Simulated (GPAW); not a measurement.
# Screening of a field by Zr2CO2 MXene monolayer

Aim: the dipole that a field along the normal induces in Zr2CO2 MXene monolayer.

Program: GPAW 26.7.0. Level of theory: GPAW, PAW setups; layer in a repeated cell with vacuum, relaxation of atoms and in-plane cell, in the first sound run; inputs show where later runs differ. Results are calculated unless marked as measured.

Report form: the programs' logs are mostly left out.

## Step 1: The structure

The cell holds 5 atoms: 2 O, 2 Zr and 1 C. Cell: a = 3.289 Å, b = 3.289 Å, c = 20.953 Å, α = 90.0°, β = 90.0°, γ = 120.0°. Vacuum lies along c.

## Step 2: Relaxing the atoms

The atoms are relaxed first, since the surface dipole, and with it the work function, follows the positions of the outer layers.

Input file run.py:

```python
import json
import numpy as np
from ase import Atoms
from ase.filters import FrechetCellFilter
from ase.optimize import BFGS
from gpaw import GPAW, PW

slab = Atoms(
    ['O', 'Zr', 'C', 'Zr', 'O'],
    positions=[
        [-0.00000, 1.89891, 8.00000],
        [1.64450, 0.94945, 9.17872],
        [0.00000, 0.00000, 10.47647],
        [-0.00000, 1.89891, 11.77423],
        [1.64450, 0.94945, 12.95295]],
    cell=[[3.289, 0.0, 0.0], [-1.6445, 2.84836, 0.0], [0.0, 0.0, 20.9529]],
    pbc=[True, True, True])

slab.calc = GPAW(mode=PW(600), xc='PBE', kpts={'size': (12, 12, 1), 'gamma': True},
                 occupations={'name': 'fermi-dirac', 'width': 0.05}, nbands='160%',
                 convergence={'density': 1e-05}, maxiter=200,
                 symmetry={'tolerance': 1e-3}, txt='slab.txt')
result = {}
# The in-plane cell is free; stress needs a cell that repeats along all three vectors
path = []
opt = BFGS(FrechetCellFilter(slab, mask=[1, 1, 0, 0, 0, 1]), maxstep=0.2)
opt.attach(lambda: path.append((slab.get_potential_energy(), slab.positions.tolist(), slab.get_forces().tolist())))
result['relaxed'] = bool(opt.run(fmax=0.02, steps=45))
result['path'] = path
result['cell'] = slab.cell.tolist()
print('in-plane lattice', slab.cell.cellpar().round(4)[[0, 1, 5]])
energy = slab.get_potential_energy()
fermi = slab.calc.get_fermi_level()
v = slab.calc.get_electrostatic_potential().mean((0, 1)) - fermi
n = slab.calc.get_pseudo_density().mean((0, 1))
L = slab.cell[2, 2]
z = np.arange(len(v)) * L / len(v)
low, high = slab.positions[:, 2].min(), slab.positions[:, 2].max()
below, above = np.interp([low - 5.8, high + 5.8], z, v)
slopes = [np.interp(x, z, np.gradient(v, z)) for x in (low - 5.8, high + 5.8)]
eps = np.array([[slab.calc.get_eigenvalues(k, s) for k in range(len(slab.calc.get_ibz_k_points()))]
                for s in range(slab.calc.get_number_of_spins())]) - fermi
top, bottom = eps[eps < 0].max(), eps[eps > 0].min()
dipole = slab.get_dipole_moment()[2]
print(f'energy {energy:.4f} eV, Fermi level {fermi:.4f} eV, dipole {dipole:.5f} e A')
print(f'potential 5.8 A off the faces, from the Fermi level: lower {below:.4f} eV, upper {above:.4f} eV')
print(f'slope of the potential there: lower {slopes[0]:.5f}, upper {slopes[1]:.5f} eV/A')
print(f'nearest levels on the mesh: {top:.4f} and {bottom:.4f} eV')
print('magnetic moment', round(slab.get_magnetic_moment(), 3))
result.update(energy=energy, fermi=fermi, dipole=dipole, below=below, above=above, slopes=slopes, edges=[top, bottom],
              z=z.tolist(), v=v.tolist(), n=n.tolist(), positions=slab.positions.tolist(),
              forces=slab.get_forces(apply_constraint=False).tolist(), moments=slab.get_magnetic_moments().tolist())
json.dump(result, open('result.json', 'w'))
```

The run is started by

```console
> OMP_NUM_THREADS=1 OPENBLAS_NUM_THREADS=1 python run.py
```

Run time: 4.7 min. Hardware: 1 thread of AMD EPYC 9R14 (Zen 4), shared host; peak memory 0.43 GiB.

This step gave:

| Property | Result |
| --- | --- |
| dipole along the normal | 7.38e-4 e·Å |
| levels nearest the Fermi level on the mesh | -0.4409, 0.4903 eV from the Fermi level |

The electrostatic potential energy of an electron (without an applied field's), less the Fermi level, planar mean by z:

```tsv
z (Å)	electrostatic potential energy of an electron (without an applied field's), less the Fermi level, planar mean (eV)
0.0	4.89
0.5	4.89
1.0	4.89
1.5	4.89
2.0	4.89
2.5	4.89
3.0	4.89
3.5	4.89
4.0	4.89
4.5	4.89
5.0	4.89
5.5	4.89
6.0	4.88
6.5	4.81
7.0	4.45
7.5	2.34
8.0	-8.58
8.5	-13.4
9.0	-21.7
9.5	-13.6
10.0	-5.08
10.5	-9.41
11.0	-5.12
11.5	-15.0
12.0	-21.2
12.5	-13.1
13.0	-7.09
13.5	2.71
14.0	4.50
14.5	4.81
15.0	4.87
15.5	4.88
16.0	4.88
16.5	4.89
17.0	4.89
17.5	4.89
18.0	4.89
18.5	4.89
19.0	4.89
19.5	4.89
20.0	4.89
20.5	4.89
```

The pseudo valence density, planar mean by z:

```tsv
z (Å)	pseudo valence density, planar mean (e/Å³)
5.0	3.6e-5
5.5	1.9e-4
6.0	9.7e-4
6.5	0.00525
7.0	0.0298
7.5	0.183
8.0	0.753
8.5	0.849
9.0	1.15
9.5	0.666
10.0	0.432
10.5	0.472
11.0	0.426
11.5	0.723
12.0	1.13
12.5	0.857
13.0	0.693
13.5	0.160
14.0	0.0254
14.5	0.00434
15.0	8.1e-4
15.5	1.6e-4
16.0	3.1e-5
```

The relaxation lowered the energy of the cell by 1.00 eV (energies extrapolated to zero smearing; the optimiser's log prints free energies). The largest force left on a free atom is 0.018 eV/Å.

## Step 3: Plane waves, PBE

With the geometry fixed, the planar mean of the potential gives the vacuum level on each side.

This step: GPAW, PAW setups; slab in vacuum (GPAW 26.7.0).

The cell differs from the one that the last finished run ended in (c 20.953 → 20.642 Å).

run.py: that of step 2 with these lines changed.

```diff
@@ -3,4 +3,2 @@
 from ase import Atoms
-from ase.filters import FrechetCellFilter
-from ase.optimize import BFGS
 from gpaw import GPAW, PW
@@ -10,23 +8,16 @@
     positions=[
-        [-0.00000, 1.89891, 8.00000],
-        [1.64450, 0.94945, 9.17872],
-        [0.00000, 0.00000, 10.47647],
-        [-0.00000, 1.89891, 11.77423],
-        [1.64450, 0.94945, 12.95295]],
-    cell=[[3.289, 0.0, 0.0], [-1.6445, 2.84836, 0.0], [0.0, 0.0, 20.9529]],
-    pbc=[True, True, True])
+        [-0.00000, 1.89499, 8.00000],
+        [1.64111, 0.94749, 8.92181],
+        [0.00000, 0.00000, 10.32116],
+        [-0.00000, 1.89499, 11.72052],
+        [1.64111, 0.94749, 12.64233]],
+    cell=[[3.28222, 0.0, 0.0], [-1.64111, 2.84249, 0.0], [0.0, 0.0, 20.6423]],
+    pbc=[True, True, False])
 
-slab.calc = GPAW(mode=PW(600), xc='PBE', kpts={'size': (12, 12, 1), 'gamma': True},
+slab.calc = GPAW(mode=PW(500), xc='PBE', kpts={'size': (12, 12, 1), 'gamma': True},
                  occupations={'name': 'fermi-dirac', 'width': 0.05}, nbands='160%',
                  convergence={'density': 1e-05}, maxiter=200,
+                 poissonsolver={'dipolelayer': 'xy'},
                  symmetry={'tolerance': 1e-3}, txt='slab.txt')
 result = {}
-# The in-plane cell is free; stress needs a cell that repeats along all three vectors
-path = []
-opt = BFGS(FrechetCellFilter(slab, mask=[1, 1, 0, 0, 0, 1]), maxstep=0.2)
-opt.attach(lambda: path.append((slab.get_potential_energy(), slab.positions.tolist(), slab.get_forces().tolist())))
-result['relaxed'] = bool(opt.run(fmax=0.02, steps=45))
-result['path'] = path
-result['cell'] = slab.cell.tolist()
-print('in-plane lattice', slab.cell.cellpar().round(4)[[0, 1, 5]])
 energy = slab.get_potential_energy()
```

It took 33 s on 1 thread; peak memory 0.26 GiB.

This step gave:

```
dipole along the normal                    : 4.39e-4 e·Å
levels nearest the Fermi level on the mesh : -0.4377, 0.4868 eV from the Fermi level
upper work function                        : 4.881 eV
lower work function                        : 4.890 eV
upper ionisation energy                    : 5.319 eV
```

The electrostatic potential energy of an electron (without an applied field's), less the Fermi level, planar mean by z:

```tsv
z (Å)	electrostatic potential energy of an electron (without an applied field's), less the Fermi level, planar mean (eV)
0	4.89
1	4.89
2	4.89
3	4.89
4	4.89
5	4.89
6	4.86
7	4.12
8	-12.3
9	-21.5
10	-5.89
11	-6.66
12	-18.5
13	-2.46
14	4.65
15	4.87
16	4.88
17	4.88
18	4.88
19	4.88
20	4.88
```

The pseudo valence density, planar mean by z:

z (Å), pseudo valence density, planar mean (e/Å³) and a bar:
```
      5.0       0.00 
      5.5       0.00 
      6.0       0.00 
      6.5       0.01 
      7.0       0.05 #
      7.5       0.32 #########
      8.0       0.87 #######################
      8.5       0.89 ########################
      9.0       1.13 ##############################
      9.5       0.51 ##############
     10.0       0.45 ############
     10.5       0.47 ############
     11.0       0.45 ############
     11.5       0.95 #########################
     12.0       0.99 ##########################
     12.5       0.88 #######################
     13.0       0.49 #############
     13.5       0.09 ##
     14.0       0.01 
     14.5       0.00 
     15.0       0.00 
     15.5       0.00
```

The layer is gapped, so the Fermi level lies somewhere inside the gap, set by smearing and numerics, and these work functions are no property of the material; the band edges below the vacuum level are. The potential is flat to 5.1e-4 eV/Å where it is read, so the vacuum is wide enough.

## Step 4: Field on

A uniform field along the normal polarises the slab; the atoms stay fixed, so this is the electronic response alone.

run.py: that of step 3 with these lines changed.

```diff
@@ -4,2 +4,3 @@
 from gpaw import GPAW, PW
+from gpaw.external import ConstantElectricField
 
@@ -20,2 +21,3 @@
                  poissonsolver={'dipolelayer': 'xy'},
+                 external=ConstantElectricField(-0.2, [0, 0, 1]),
                  symmetry={'tolerance': 1e-3}, txt='slab.txt')
```

Run time: 2 min. Hardware: 1 thread; peak memory 0.54 GiB.

Numbers from this step:

```
dipole along the normal                                         : -0.05761 e·Å
levels nearest the Fermi level on the mesh                      : -0.4376, 0.4867 eV from the Fermi level
potential below the slab, the applied field's own ramp left out : 4.329 eV from the Fermi level
potential above the slab, the applied field's own ramp left out : 5.446 eV from the Fermi level
```

Electrostatic potential energy of an electron (without an applied field's), less the Fermi level, planar mean against z:

z (Å), electrostatic potential energy of an electron (without an applied field's), less the Fermi level, planar mean (eV) and a bar from the least value:
```
      0.0        4.9 #############################
      0.5        4.3 #############################
      1.0        4.3 #############################
      1.5        4.3 #############################
      2.0        4.3 #############################
      2.5        4.3 #############################
      3.0        4.3 #############################
      3.5        4.3 #############################
      4.0        4.3 #############################
      4.5        4.3 #############################
      5.0        4.3 #############################
      5.5        4.3 #############################
      6.0        4.3 #############################
      6.5        4.2 #############################
      7.0        3.6 ############################
      7.5       -0.1 ########################
      8.0      -12.7 ##########
      8.5      -15.8 #######
      9.0      -21.8 
      9.5       -9.6 #############
     10.0       -6.0 #################
     10.5       -7.8 ###############
     11.0       -6.5 #################
     11.5      -18.9 ###
     12.0      -18.2 ####
     12.5      -12.7 ##########
     13.0       -2.0 ######################
     13.5        4.2 #############################
     14.0        5.2 ##############################
     14.5        5.4 ##############################
     15.0        5.4 ##############################
     15.5        5.4 ##############################
     16.0        5.4 ##############################
     16.5        5.4 ##############################
     17.0        5.4 ##############################
     17.5        5.4 ##############################
     18.0        5.4 ##############################
     18.5        5.4 ##############################
     19.0        5.4 ##############################
     19.5        5.4 ##############################
     20.0        5.4 ##############################
     20.5        5.1 ##############################
```

Force by atom:

```tsv
atom	x (eV/Å)	y (eV/Å)	z (eV/Å)	size
O1	0.000	0.000	0.090	0.090
Zr2	0.000	0.000	-0.102	0.102
C3	0.000	0.000	0.067	0.067
Zr4	0.000	0.000	-0.129	0.129
O5	0.000	0.000	0.073	0.073
```

The dipole is now -0.0576 e Å, against 4.4e-4 in the run without a field.

## Step 5: In a field

run.py: that of step 4 with these lines changed.

```diff
@@ -21,3 +21,3 @@
                  poissonsolver={'dipolelayer': 'xy'},
-                 external=ConstantElectricField(-0.2, [0, 0, 1]),
+                 external=ConstantElectricField(-0.1, [0, 0, 1]),
                  symmetry={'tolerance': 1e-3}, txt='slab.txt')
```

Wall time 2 min (1 thread); peak memory 0.54 GiB.

Numbers from this step:

* dipole along the normal: -0.02880 e·Å
* levels nearest the Fermi level on the mesh: -0.4377, 0.4868 eV from the Fermi level
* potential below the slab, the applied field's own ramp left out: 4.607 eV from the Fermi level
* potential above the slab, the applied field's own ramp left out: 5.165 eV from the Fermi level

Electrostatic potential energy of an electron (without an applied field's), less the Fermi level, planar mean against z:

```tsv
z (Å)	electrostatic potential energy of an electron (without an applied field's), less the Fermi level, planar mean (eV)
0	4.89
1	4.61
2	4.61
3	4.61
4	4.61
5	4.60
6	4.58
7	3.85
8	-12.5
9	-21.7
10	-5.92
11	-6.59
12	-18.4
13	-2.22
14	4.93
15	5.15
16	5.16
17	5.16
18	5.17
19	5.17
20	5.17
```

Force by atom:

```tsv
atom	x (eV/Å)	y (eV/Å)	z (eV/Å)	size
O1	-0.0002	0.0002	0.0498	0.0498
Zr2	0.0001	-0.0002	-0.0442	0.0442
C3	0.0000	0.0000	0.0332	0.0332
Zr4	-0.0001	0.0002	-0.0715	0.0715
O5	0.0002	-0.0001	0.0321	0.0321
```

The dipole is now -0.0288 e Å, against 4.4e-4 in the run without a field.

## Step 6: In a field

run.py: that of step 5 with these lines changed.

```diff
@@ -21,3 +21,3 @@
                  poissonsolver={'dipolelayer': 'xy'},
-                 external=ConstantElectricField(-0.1, [0, 0, 1]),
+                 external=ConstantElectricField(-0.05, [0, 0, 1]),
                  symmetry={'tolerance': 1e-3}, txt='slab.txt')
```

Wall time 2 min (1 thread); peak memory 0.54 GiB.

## Step 7: In a field

run.py: that of step 6 with these lines changed.

```diff
@@ -21,3 +21,3 @@
                  poissonsolver={'dipolelayer': 'xy'},
-                 external=ConstantElectricField(-0.05, [0, 0, 1]),
+                 external=ConstantElectricField(0.05, [0, 0, 1]),
                  symmetry={'tolerance': 1e-3}, txt='slab.txt')
```

Elapsed: 2 min, on 1 thread; peak memory 0.54 GiB.

## Step 8: Field on

run.py: that of step 7 with these lines changed.

```diff
@@ -21,3 +21,3 @@
                  poissonsolver={'dipolelayer': 'xy'},
-                 external=ConstantElectricField(0.05, [0, 0, 1]),
+                 external=ConstantElectricField(0.1, [0, 0, 1]),
                  symmetry={'tolerance': 1e-3}, txt='slab.txt')
```

The job ended after 2 min (1 thread; peak memory 0.54 GiB).

The dipole is now 0.0288 e Å, against 4.4e-4 in the run without a field.

## Step 9: In a field

run.py: that of step 8 with these lines changed.

```diff
@@ -21,3 +21,3 @@
                  poissonsolver={'dipolelayer': 'xy'},
-                 external=ConstantElectricField(0.1, [0, 0, 1]),
+                 external=ConstantElectricField(0.2, [0, 0, 1]),
                  symmetry={'tolerance': 1e-3}, txt='slab.txt')
```

It took 2 min on 1 thread; peak memory 0.54 GiB.

The electrostatic potential energy of an electron (without an applied field's), less the Fermi level, planar mean by z:

```tsv
z (Å)	electrostatic potential energy of an electron (without an applied field's), less the Fermi level, planar mean (eV)
0.0	4.89
0.5	5.45
1.0	5.45
1.5	5.45
2.0	5.45
2.5	5.45
3.0	5.45
3.5	5.45
4.0	5.44
4.5	5.44
5.0	5.44
5.5	5.44
6.0	5.41
6.5	5.30
7.0	4.65
7.5	0.876
8.0	-11.9
8.5	-15.2
9.0	-21.3
9.5	-9.32
10.0	-5.83
10.5	-7.84
11.0	-6.79
11.5	-19.3
12.0	-18.8
12.5	-13.5
13.0	-2.93
13.5	3.10
14.0	4.11
14.5	4.29
15.0	4.32
15.5	4.33
16.0	4.33
16.5	4.33
17.0	4.33
17.5	4.33
18.0	4.33
18.5	4.33
19.0	4.33
19.5	4.33
20.0	4.33
20.5	4.66
```

The dipole is now 0.0576 e Å, against 4.4e-4 in the run without a field.

## Step 10: Field on

run.py: that of step 9 with these lines changed.

```diff
@@ -21,3 +21,3 @@
                  poissonsolver={'dipolelayer': 'xy'},
-                 external=ConstantElectricField(0.2, [0, 0, 1]),
+                 external=ConstantElectricField(0.3, [0, 0, 1]),
                  symmetry={'tolerance': 1e-3}, txt='slab.txt')
```

Elapsed: 2.1 min, on 1 thread; peak memory 0.54 GiB.

The dipole is now 0.0864 e Å, against 4.4e-4 in the run without a field.

## Step 11: The series

The members are put on one axis.

This step: induced dipole against applied field (GPAW 26.7.0).

Table of dipole along the normal by field:

```tsv
field (V/Å)	dipole along the normal (e·Å)
-0.200	-0.0576
-0.100	-0.0288
-0.050	-0.0144
0.000	4.4e-4
0.050	0.0144
0.100	0.0288
0.200	0.0576
0.300	0.0864
```

## Step 12: Results

| Item | Value |
| --- | --- |
| work function, upper and lower face (Fermi level placed in the gap by the smearing) | 4.881 and 4.890 eV |
| ionisation energy from the upper face (highest filled level on the mesh) | 5.32 eV |
| electron affinity from the upper face (lowest empty Kohn-Sham level on the mesh) | 4.39 eV |
| dipole along the normal | 4.4e-4 e Å |
| induced dipole per field | 0.288 e Å per V/Å |
| out-of-plane polarisability per area, α/(ε0 A) | 5.59 Å |

What this shows: The field induces 0.288 e Å per V/Å, a polarisable thickness α/(ε0 A) of 5.59 Å beside 4.64 Å between the outermost nuclei. A perfect conductor would give the distance between its two image planes; a dielectric of thickness t gives t(1 - 1/ε). The levels nearest the Fermi level on the mesh lie 0.924 eV apart, so the slab is gapped there: the smearing puts the Fermi level inside the gap, and from either face the ionisation energy is the work function plus 0.44 eV. Both are Kohn-Sham levels on the mesh, and semilocal gaps are too small, so the affinity tends to come out too large and the ionisation energy too small. The induced dipole is linear in the field over this range. The small printed dipole stands for a step of -8.5 meV from the lower to the upper face, and the probes find -8.3 meV; values this small are near the numerical noise of both. The layer's cell and atoms come from the relaxation; spin-orbit coupling and temperature are left out.

[Logs are printed without paths, hosts, clocks, repeated set-up lines and the standing remarks that a program may print on its own settings, such as how far it seeks lower states.]

[Hosts, paths, dates, database ids (printed as entryN), source tags and the programs' standing remarks are cut or masked in the printed files.]
